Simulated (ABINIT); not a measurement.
# Beyond one shot: SrTiO3 (Tausonite), part 2 of 3

How far does self-consistency move the gap of SrTiO3 (Tausonite)?

ABINIT 10.8.3; PBE and many-body steps on it, plane waves. Known limits of the many-body steps: not at the basis limit; no spin-orbit coupling; coarse k mesh.

So far. Step 5 (evGW0, cycle 1): Against G0W0 in ABINIT (4×4×4 mesh, 176 bands, screening to 163.3 eV, Godby-Needs plasmon pole), the gap moves by +0.440 eV. This first cycle still uses the starting levels; it takes the full correction, at all points of the mesh, and its linearised value is 3.471 eV. Step 6 (evGW0, cycle 2): Against the cycle before, the gap moves by −0.074 eV.

## (7) evGW0, cycle 3

Level of this step: evGW0 on PBE, plane waves, norm-conserving pseudopotentials (ABINIT).

File run.abi:

```
acell 3*1.0 Angstrom
rprim 
  3.905280000000 0.000000000000 0.000000000000
  0.000000000000 3.905280000000 0.000000000000
  0.000000000000 0.000000000000 3.905280000000
ntypat 3
znucl 38 22 8
natom 5
typat 1 2 3 3 3
xred 
  0.500000000000 0.500000000000 0.500000000000
  0.000000000000 0.000000000000 0.000000000000
  0.500000000000 0.000000000000 0.000000000000
  0.000000000000 0.500000000000 0.000000000000
  0.000000000000 0.000000000000 0.500000000000
pp_dirpath "pseudos"
pseudos "Sr.upf, Ti.upf, O.upf"
ecut 38
ngkpt 4 4 4
nshiftk 1
shiftk 0 0 0
kptopt 1
chksymbreak 0
istwfk *1
occopt 1
irdwfk 1
optdriver 4
nband 176
gwcalctyp 10
ecutsigx 38
symsigma 1
nkptgw 10
kptgw 
  0.0000000000 0.0000000000 0.0000000000
  0.2500000000 0.0000000000 0.0000000000
  0.5000000000 0.0000000000 0.0000000000
  0.2500000000 0.2500000000 0.0000000000
  0.5000000000 0.2500000000 0.0000000000
  0.5000000000 0.5000000000 0.0000000000
  0.2500000000 0.2500000000 0.2500000000
  0.5000000000 0.2500000000 0.2500000000
  0.5000000000 0.5000000000 0.2500000000
  0.5000000000 0.5000000000 0.5000000000
bdgw 
  12 31
  12 31
  12 31
  12 31
  12 31
  12 31
  12 31
  12 31
  12 31
  12 31
ecuteps 6
irdscr 1
ppmodel 1
irdqps 1
indata_prefix "in"
outdata_prefix "out"
tmpdata_prefix "tmp"
```

Launch:

```console
$ OMP_NUM_THREADS=1 mpirun -n 4 abinit run.abi > log
```

What it wrote:

```text
.Version 10.8.3 of ABINIT. v10.8.2 released Aug 2026.

 Symmetries : space group Pm -3 m (#221); Bravais cP (primitive cubic)
[... echo of the input left out ...]
== DATASET  1 ==================================================================
-   mpi_nproc: 4, omp_nthreads: 1 (-1 if OMP is not activated)

--- !DatasetInfo
iteration_state: {dtset: 1, }
dimensions: {natom: 5, nkpt: 10, mband: 176, nsppol: 1, nspinor: 1, nspden: 1, mpw: 4632, }
cutoff_energies: {ecut:  38.0, pawecutdg:  -1.0, }
[...]
.  kptgw no:  3; Maximum DeltaE = (   0.002  -0.000) for band index: 19
[...]
.  kptgw no:  9; Maximum DeltaE = (  -0.000   0.000) for band index: 18
.  kptgw no: 10; Maximum DeltaE = (  -0.025   0.005) for band index: 17

== END DATASET(S) ==============================================================
================================================================================

 -outvars: echo values of variables after computation  --------
           etotal      0.0000000000E+00
            nband         176
             nkpt          10
          spgroup         221
 [... the other variables as echoed above ...]

 Calculation completed.
```

Run time: 9 min. Hardware: 4 MPI ranks of Arm Neoverse V2, shared host; peak memory 2.2 GiB; 36 min of CPU time.

This step gave:

```
quasiparticle gap on the mesh                         : 3.823 eV
gap of the density functional on the mesh             : 1.908 eV
k of the valence top                                  : 0.5, 0.5, 0.5
k of the conduction bottom                            : 0, 0, 0
least direct quasiparticle gap on the computed points : 4.186 eV
```

Against the cycle before, the gap moves by −0.014 eV.

## (8) evGW0, cycle 4

run.abi is that of step 7.

What it wrote:

```text
.Version 10.8.3 of ABINIT. v10.8.2 released Aug 2026.

 Symmetries : space group Pm -3 m (#221); Bravais cP (primitive cubic)
[... echo of the input left out ...]
== DATASET  1 ==================================================================
-   mpi_nproc: 4, omp_nthreads: 1 (-1 if OMP is not activated)

--- !DatasetInfo
iteration_state: {dtset: 1, }
dimensions: {natom: 5, nkpt: 10, mband: 176, nsppol: 1, nspinor: 1, nspden: 1, mpw: 4632, }
cutoff_energies: {ecut:  38.0, pawecutdg:  -1.0, }
[...]
.  kptgw no:  3; Maximum DeltaE = (   0.002  -0.000) for band index:  1
[...]
.  kptgw no:  9; Maximum DeltaE = (  -0.002  -0.000) for band index:  2
.  kptgw no: 10; Maximum DeltaE = (   0.007   0.003) for band index: 17

== END DATASET(S) ==============================================================
================================================================================

 -outvars: echo values of variables after computation  --------
           etotal      0.0000000000E+00
            nband         176
             nkpt          10
          spgroup         221
 [... the other variables as echoed above ...]

 Calculation completed.
```

Wall time 9 min (4 MPI ranks); peak memory 2.2 GiB; 36 min of CPU time.

Numbers from this step:

```
quasiparticle gap on the mesh                         : 3.828 eV
gap of the density functional on the mesh             : 1.908 eV
k of the valence top                                  : 0.5, 0.5, 0.5
k of the conduction bottom                            : 0, 0, 0
least direct quasiparticle gap on the computed points : 4.191 eV
```

Against the cycle before, the gap moves by +0.005 eV.

## (9) Screening, 4×4×4 mesh, 176 bands, screening to 163.3 eV

This step: RPA screening on PBE, plane waves, norm-conserving pseudopotentials.

File run.abi:

```
acell 3*1.0 Angstrom
rprim 
  3.905280000000 0.000000000000 0.000000000000
  0.000000000000 3.905280000000 0.000000000000
  0.000000000000 0.000000000000 3.905280000000
ntypat 3
znucl 38 22 8
natom 5
typat 1 2 3 3 3
xred 
  0.500000000000 0.500000000000 0.500000000000
  0.000000000000 0.000000000000 0.000000000000
  0.500000000000 0.000000000000 0.000000000000
  0.000000000000 0.500000000000 0.000000000000
  0.000000000000 0.000000000000 0.500000000000
pp_dirpath "pseudos"
pseudos "Sr.upf, Ti.upf, O.upf"
ecut 38
ngkpt 4 4 4
nshiftk 1
shiftk 0 0 0
kptopt 1
chksymbreak 0
istwfk *1
occopt 1
irdwfk 1
optdriver 3
nband 176
ecuteps 6
inclvkb 2
awtr 1
symchi 1
gwcalctyp 10
mbpt_sciss 2.174 eV
nqptdm 1
qptdm 
  0 0 0
indata_prefix "in"
outdata_prefix "out"
tmpdata_prefix "tmp"
```

What it wrote:

```text
.Version 10.8.3 of ABINIT. v10.8.2 released Aug 2026.

 Symmetries : space group Pm -3 m (#221); Bravais cP (primitive cubic)
[... echo of the input left out ...]
== DATASET  1 ==================================================================
-   mpi_nproc: 4, omp_nthreads: 1 (-1 if OMP is not activated)

--- !DatasetInfo
iteration_state: {dtset: 1, }
dimensions: {natom: 5, nkpt: 10, mband: 176, nsppol: 1, nspinor: 1, nspden: 1, mpw: 4632, }
cutoff_energies: {ecut:  38.0, pawecutdg:  -1.0, }
electrons: {nelect:   4.00000000E+01, charge:   0.00000000E+00, occopt:   1.00000000E+00, tsmear:   1.00000000E-02, }

 SCREENING: Calculation of the susceptibility and dielectric matrices

 Based on a program developped by R.W. Godby, V. Olevano, G. Onida, and L. Reining.
 Incorporated in ABINIT by V. Olevano, G.-M. Rignanese, and M. Torrent.
.Using double precision arithmetic ; gwpc =  8

[... cell and pseudopotentials left out ...]
--------------------------------------------------------------------------------

 ==== K-mesh for the wavefunctions ====
 Number of points in the irreducible wedge :    10
[... list of points left out ...]
 Together with 48 symmetry operations and time-reversal symmetry
 yields    64 points in the full Brillouin Zone.

 ==== Q-mesh for the screening function ====
 Number of points in the irreducible wedge :    10
[... list of points left out ...]
 Together with 48 symmetry operations and time-reversal symmetry
 yields    64 points in the full Brillouin Zone.

 setmesh: FFT mesh size selected  =    30x   30x   30
          total number of points  =        27000

 vcoul_init : cutoff-mode = AUXILIARY_FUNCTION
 q-points for optical limit:   1
     1)      0.000010    0.000020    0.000030

 Dielectric matrix will be calculated only for some
 selected q points provided by the user through the input variables
 nqptdm and qptdm

- screening: taking advantage of time-reversal symmetry
- Maximum band index for partially occupied states nbvw = 20
- Remaining bands to be divided among processors   nbcw = 156
- Number of bands treated by each node ~39

 rdqps: reading QP wavefunctions of the previous step
        looking for file in_QPS
 file not found, 1st iteration initialized with KS eigenelements

 screening : performing a first self-consistency
 update of the energies in W by a scissor operator
 applying a scissor operator of [eV] :   2.174

 Number of electrons calculated from density =   40.0000; Expected =   40.0000
 average of density, n =  0.099519
 r_s =    1.3387
 omega_plasma =   30.4305 [eV]

 calculating chi0 at frequencies [eV] :
  1    0.000000E+00    0.000000E+00
  2    0.000000E+00    3.043050E+01

--------------------------------------------------------------------------------
  q-point number  1        q = ( 0.000000, 0.000000, 0.000000) [r.l.u.]
--------------------------------------------------------------------------------
[... chi0 elements left out ...]
 For q-point:  0.000010 0.000020 0.000030
  dielectric constant =   4.9018
  dielectric constant without local fields =   5.1654

  Average fulfillment of the sum rule on Im[epsilon] for q-point    1 :     77.53  [%]
[... wings left out ...]
== END DATASET(S) ==============================================================
================================================================================

 -outvars: echo values of variables after computation  --------
           etotal      0.0000000000E+00
            nband         176
             nkpt          10
          spgroup         221
 [... the other variables as echoed above ...]

 Calculation completed.
```

The job ended after 26 s (4 MPI ranks; peak memory 1.5 GiB).

This step gave:

```yaml
eps_infinity_with_local_fields_on_this_mesh_along_the_program_s_q_direction: 4.902
the_same_without_local_fields: 5.165
plasma_frequency: 30.43 eV
plane_waves_in_the_screening_matrix: 257
```

This screening uses the functional's bands under a rigid shift, the mean opening of the cycle before.

## (10) Screening, 4×4×4 mesh, 176 bands, screening to 163.3 eV

This step: RPA screening on PBE from quasiparticle energies, plane waves, norm-conserving pseudopotentials.

Edit run.abi of step 9 so:

```diff
@@ -32,7 +32,15 @@
 symchi 1
+irdqps 1
 gwcalctyp 10
-mbpt_sciss 2.174 eV
-nqptdm 1
+nqptdm 9
 qptdm 
-  0 0 0
+  0.2500000000 0.0000000000 0.0000000000
+  0.5000000000 0.0000000000 0.0000000000
+  0.2500000000 0.2500000000 0.0000000000
+  0.5000000000 0.2500000000 0.0000000000
+  0.5000000000 0.5000000000 0.0000000000
+  0.2500000000 0.2500000000 0.2500000000
+  0.5000000000 0.2500000000 0.2500000000
+  0.5000000000 0.5000000000 0.2500000000
+  0.5000000000 0.5000000000 0.5000000000
 indata_prefix "in"
```

File mrgscr.stdin:

```
2
merged
q0_SCR
out_SCR
1
```

Launch:

```console
$ OMP_NUM_THREADS=1 mpirun -n 4 abinit run.abi > log; mrgscr < mrgscr.stdin
```

What it wrote:

```text
.Version 10.8.3 of ABINIT. v10.8.2 released Aug 2026.

 Symmetries : space group Pm -3 m (#221); Bravais cP (primitive cubic)
[... echo of the input left out ...]
== DATASET  1 ==================================================================
-   mpi_nproc: 4, omp_nthreads: 1 (-1 if OMP is not activated)

--- !DatasetInfo
iteration_state: {dtset: 1, }
dimensions: {natom: 5, nkpt: 10, mband: 176, nsppol: 1, nspinor: 1, nspden: 1, mpw: 4632, }
cutoff_energies: {ecut:  38.0, pawecutdg:  -1.0, }
[...]
q-point number  1        q = ( 0.250000, 0.000000, 0.000000) [r.l.u.]
--------------------------------------------------------------------------------
[... chi0 elements left out ...]
  Average fulfillment of the sum rule on Im[epsilon] for q-point    2 :     86.47  [%]

--------------------------------------------------------------------------------
  q-point number  2        q = ( 0.500000, 0.000000, 0.000000) [r.l.u.]
--------------------------------------------------------------------------------
[... chi0 elements left out ...]
  Average fulfillment of the sum rule on Im[epsilon] for q-point    3 :     81.39  [%]

 [... 7 further q-points ...]
```

Run time: 86 s. Hardware: 4 MPI ranks; peak memory 1.5 GiB.

Numbers from this step:

```yaml
plasma_frequency: 30.43 eV
plane_waves_in_the_screening_matrix: 257
```

This screening reads the quasiparticle levels of the cycle before.

## (11) evGW, cycle 1

This step: evGW on PBE, plane waves, norm-conserving pseudopotentials.

Edit run.abi of step 10 so:

```diff
@@ -26,12 +26,10 @@
 irdwfk 1
-optdriver 3
+optdriver 4
 nband 176
-ecuteps 6
-inclvkb 2
-awtr 1
-symchi 1
-irdqps 1
 gwcalctyp 10
-nqptdm 9
-qptdm 
+ecutsigx 38
+symsigma 1
+nkptgw 10
+kptgw 
+  0.0000000000 0.0000000000 0.0000000000
   0.2500000000 0.0000000000 0.0000000000
@@ -45,2 +43,17 @@
   0.5000000000 0.5000000000 0.5000000000
+bdgw 
+  12 31
+  12 31
+  12 31
+  12 31
+  12 31
+  12 31
+  12 31
+  12 31
+  12 31
+  12 31
+ecuteps 6
+irdscr 1
+ppmodel 1
+irdqps 1
 indata_prefix "in"
```

Launch:

```console
$ OMP_NUM_THREADS=1 mpirun -n 4 abinit run.abi > log
```

What it wrote:

```text
.Version 10.8.3 of ABINIT. v10.8.2 released Aug 2026.

 Symmetries : space group Pm -3 m (#221); Bravais cP (primitive cubic)
[... echo of the input left out ...]
== DATASET  1 ==================================================================
-   mpi_nproc: 4, omp_nthreads: 1 (-1 if OMP is not activated)

--- !DatasetInfo
iteration_state: {dtset: 1, }
dimensions: {natom: 5, nkpt: 10, mband: 176, nsppol: 1, nspinor: 1, nspden: 1, mpw: 4632, }
cutoff_energies: {ecut:  38.0, pawecutdg:  -1.0, }
[...]
.  kptgw no:  3; Maximum DeltaE = (   0.241  -0.000) for band index:  4
[...]
.  kptgw no:  9; Maximum DeltaE = (  -0.258  -0.000) for band index: 18
.  kptgw no: 10; Maximum DeltaE = (  -0.301   0.000) for band index: 17

== END DATASET(S) ==============================================================
================================================================================

 -outvars: echo values of variables after computation  --------
           etotal      0.0000000000E+00
            nband         176
             nkpt          10
          spgroup         221
 [... the other variables as echoed above ...]

 Calculation completed.
```

Elapsed: 9.2 min, on 4 MPI ranks; peak memory 2.2 GiB.

Numbers from this step:

* quasiparticle gap on the mesh: 4.430 eV
* gap of the density functional on the mesh: 1.908 eV
* k of the valence top: 0.5, 0.5, 0.5
* k of the conduction bottom: 0, 0, 0
* least direct quasiparticle gap on the computed points: 4.772 eV

Against G0W0 in ABINIT (4×4×4 mesh, 176 bands, screening to 163.3 eV, Godby-Needs plasmon pole), the gap moves by +0.959 eV.

## (12) Screening, 4×4×4 mesh, 176 bands, screening to 163.3 eV

This step: RPA screening on PBE, plane waves, norm-conserving pseudopotentials.

File run.abi:

```
acell 3*1.0 Angstrom
rprim 
  3.905280000000 0.000000000000 0.000000000000
  0.000000000000 3.905280000000 0.000000000000
  0.000000000000 0.000000000000 3.905280000000
ntypat 3
znucl 38 22 8
natom 5
typat 1 2 3 3 3
xred 
  0.500000000000 0.500000000000 0.500000000000
  0.000000000000 0.000000000000 0.000000000000
  0.500000000000 0.000000000000 0.000000000000
  0.000000000000 0.500000000000 0.000000000000
  0.000000000000 0.000000000000 0.500000000000
pp_dirpath "pseudos"
pseudos "Sr.upf, Ti.upf, O.upf"
ecut 38
ngkpt 4 4 4
nshiftk 1
shiftk 0 0 0
kptopt 1
chksymbreak 0
istwfk *1
occopt 1
irdwfk 1
optdriver 3
nband 176
ecuteps 6
inclvkb 2
awtr 1
symchi 1
gwcalctyp 10
mbpt_sciss 2.815 eV
nqptdm 1
qptdm 
  0 0 0
indata_prefix "in"
outdata_prefix "out"
tmpdata_prefix "tmp"
```

What it wrote:

```text
.Version 10.8.3 of ABINIT. v10.8.2 released Aug 2026.

 Symmetries : space group Pm -3 m (#221); Bravais cP (primitive cubic)
[... echo of the input left out ...]
== DATASET  1 ==================================================================
-   mpi_nproc: 4, omp_nthreads: 1 (-1 if OMP is not activated)

--- !DatasetInfo
iteration_state: {dtset: 1, }
dimensions: {natom: 5, nkpt: 10, mband: 176, nsppol: 1, nspinor: 1, nspden: 1, mpw: 4632, }
cutoff_energies: {ecut:  38.0, pawecutdg:  -1.0, }
[...]
[... chi0 elements left out ...]
 For q-point:  0.000010 0.000020 0.000030
  dielectric constant =   4.6292
  dielectric constant without local fields =   4.8735

  Average fulfillment of the sum rule on Im[epsilon] for q-point    1 :     78.75  [%]
[... wings left out ...]
== END DATASET(S) ==============================================================
================================================================================

 -outvars: echo values of variables after computation  --------
           etotal      0.0000000000E+00
            nband         176
             nkpt          10
          spgroup         221
 [... the other variables as echoed above ...]

 Calculation completed.
```

The job ended after 30 s (4 MPI ranks; peak memory 1.5 GiB).

This step gave:

| Item | Value |
| --- | --- |
| ε∞ with local fields, on this mesh, along the program's q direction | 4.629 |
| the same without local fields | 4.873 |
| plasma frequency | 30.43 eV |
| plane waves in the screening matrix | 257 |

This screening uses the functional's bands under a rigid shift, the mean opening of the cycle before.

## (13) Screening, 4×4×4 mesh, 176 bands, screening to 163.3 eV

This step: RPA screening on PBE from quasiparticle energies, plane waves, norm-conserving pseudopotentials.

Edit run.abi of step 12 so:

```diff
@@ -32,7 +32,15 @@
 symchi 1
+irdqps 1
 gwcalctyp 10
-mbpt_sciss 2.815 eV
-nqptdm 1
+nqptdm 9
 qptdm 
-  0 0 0
+  0.2500000000 0.0000000000 0.0000000000
+  0.5000000000 0.0000000000 0.0000000000
+  0.2500000000 0.2500000000 0.0000000000
+  0.5000000000 0.2500000000 0.0000000000
+  0.5000000000 0.5000000000 0.0000000000
+  0.2500000000 0.2500000000 0.2500000000
+  0.5000000000 0.2500000000 0.2500000000
+  0.5000000000 0.5000000000 0.2500000000
+  0.5000000000 0.5000000000 0.5000000000
 indata_prefix "in"
```

mrgscr.stdin is that of step 10.

Launch:

```console
$ OMP_NUM_THREADS=1 mpirun -n 4 abinit run.abi > log; mrgscr < mrgscr.stdin
```

What it wrote:

```text
.Version 10.8.3 of ABINIT. v10.8.2 released Aug 2026.

 Symmetries : space group Pm -3 m (#221); Bravais cP (primitive cubic)
[... echo of the input left out ...]
== DATASET  1 ==================================================================
-   mpi_nproc: 4, omp_nthreads: 1 (-1 if OMP is not activated)

--- !DatasetInfo
iteration_state: {dtset: 1, }
dimensions: {natom: 5, nkpt: 10, mband: 176, nsppol: 1, nspinor: 1, nspden: 1, mpw: 4632, }
cutoff_energies: {ecut:  38.0, pawecutdg:  -1.0, }
[...]
q-point number  1        q = ( 0.250000, 0.000000, 0.000000) [r.l.u.]
--------------------------------------------------------------------------------
[... chi0 elements left out ...]
  Average fulfillment of the sum rule on Im[epsilon] for q-point    2 :     87.93  [%]

--------------------------------------------------------------------------------
  q-point number  2        q = ( 0.500000, 0.000000, 0.000000) [r.l.u.]
--------------------------------------------------------------------------------
[... chi0 elements left out ...]
  Average fulfillment of the sum rule on Im[epsilon] for q-point    3 :     82.36  [%]

 [... 7 further q-points ...]
```

The job ended after 1.7 min (4 MPI ranks; peak memory 1.5 GiB; 6.7 min of CPU time).

Numbers from this step:

| Property | Result |
| --- | --- |
| plasma frequency | 30.43 eV |
| plane waves in the screening matrix | 257 |

This screening reads the quasiparticle levels of the cycle before.

## (14) evGW, cycle 2

This step: evGW on PBE, plane waves, norm-conserving pseudopotentials.

Edit run.abi of step 13 so:

```diff
@@ -26,12 +26,10 @@
 irdwfk 1
-optdriver 3
+optdriver 4
 nband 176
-ecuteps 6
-inclvkb 2
-awtr 1
-symchi 1
-irdqps 1
 gwcalctyp 10
-nqptdm 9
-qptdm 
+ecutsigx 38
+symsigma 1
+nkptgw 10
+kptgw 
+  0.0000000000 0.0000000000 0.0000000000
   0.2500000000 0.0000000000 0.0000000000
@@ -45,2 +43,17 @@
   0.5000000000 0.5000000000 0.5000000000
+bdgw 
+  12 31
+  12 31
+  12 31
+  12 31
+  12 31
+  12 31
+  12 31
+  12 31
+  12 31
+  12 31
+ecuteps 6
+irdscr 1
+ppmodel 1
+irdqps 1
 indata_prefix "in"
```

Launch:

```console
$ OMP_NUM_THREADS=1 mpirun -n 4 abinit run.abi > log
```

What it wrote:

```text
.Version 10.8.3 of ABINIT. v10.8.2 released Aug 2026.

 Symmetries : space group Pm -3 m (#221); Bravais cP (primitive cubic)
[... echo of the input left out ...]
== DATASET  1 ==================================================================
-   mpi_nproc: 4, omp_nthreads: 1 (-1 if OMP is not activated)

--- !DatasetInfo
iteration_state: {dtset: 1, }
dimensions: {natom: 5, nkpt: 10, mband: 176, nsppol: 1, nspinor: 1, nspden: 1, mpw: 4632, }
cutoff_energies: {ecut:  38.0, pawecutdg:  -1.0, }
[...]
.  kptgw no:  3; Maximum DeltaE = (   0.044   0.000) for band index:  1
[...]
.  kptgw no:  9; Maximum DeltaE = (   0.044  -0.000) for band index:  1
.  kptgw no: 10; Maximum DeltaE = (   0.044  -0.005) for band index:  1

== END DATASET(S) ==============================================================
================================================================================

 -outvars: echo values of variables after computation  --------
           etotal      0.0000000000E+00
            nband         176
             nkpt          10
          spgroup         221
 [... the other variables as echoed above ...]

 Calculation completed.
```

It took 9.1 min on 4 MPI ranks; peak memory 2.2 GiB; 36 min of CPU time.

Numbers from this step:

| Item | Value |
| --- | --- |
| quasiparticle gap on the mesh | 4.537 eV |
| gap of the density functional on the mesh | 1.908 eV |
| k of the valence top | 0.5, 0.5, 0.5 |
| k of the conduction bottom | 0, 0, 0 |
| least direct quasiparticle gap on the computed points | 4.878 eV |

Against the cycle before, the gap moves by +0.107 eV.

(Continued in part 3 of 3.)

[Paths, hosts, dates, memory and timing lines, banners, echoed tables and standing remarks are left out of the program output.]

[Logs are printed without paths, hosts, clocks, repeated set-up lines and the standing remarks that a program may print on its own settings, such as how far it seeks lower states.]

[Runs of the session that timed out or met a known fault of the program may be left out.]

[Hosts, paths, dates, database ids (printed as entryN), source tags and the programs' standing remarks are cut or masked in the printed files.]

[G0W0 gaps are taken among the corrected bands and points alone; a level outside them can change the order at an edge.]

[Where Ansatz stands beside ABINIT at settings called matched, ABINIT's density can come from a denser mesh and the files from another edition; pairs whose starting gaps differed by over 0.03 eV were left out, so agreement reads better than it is.]
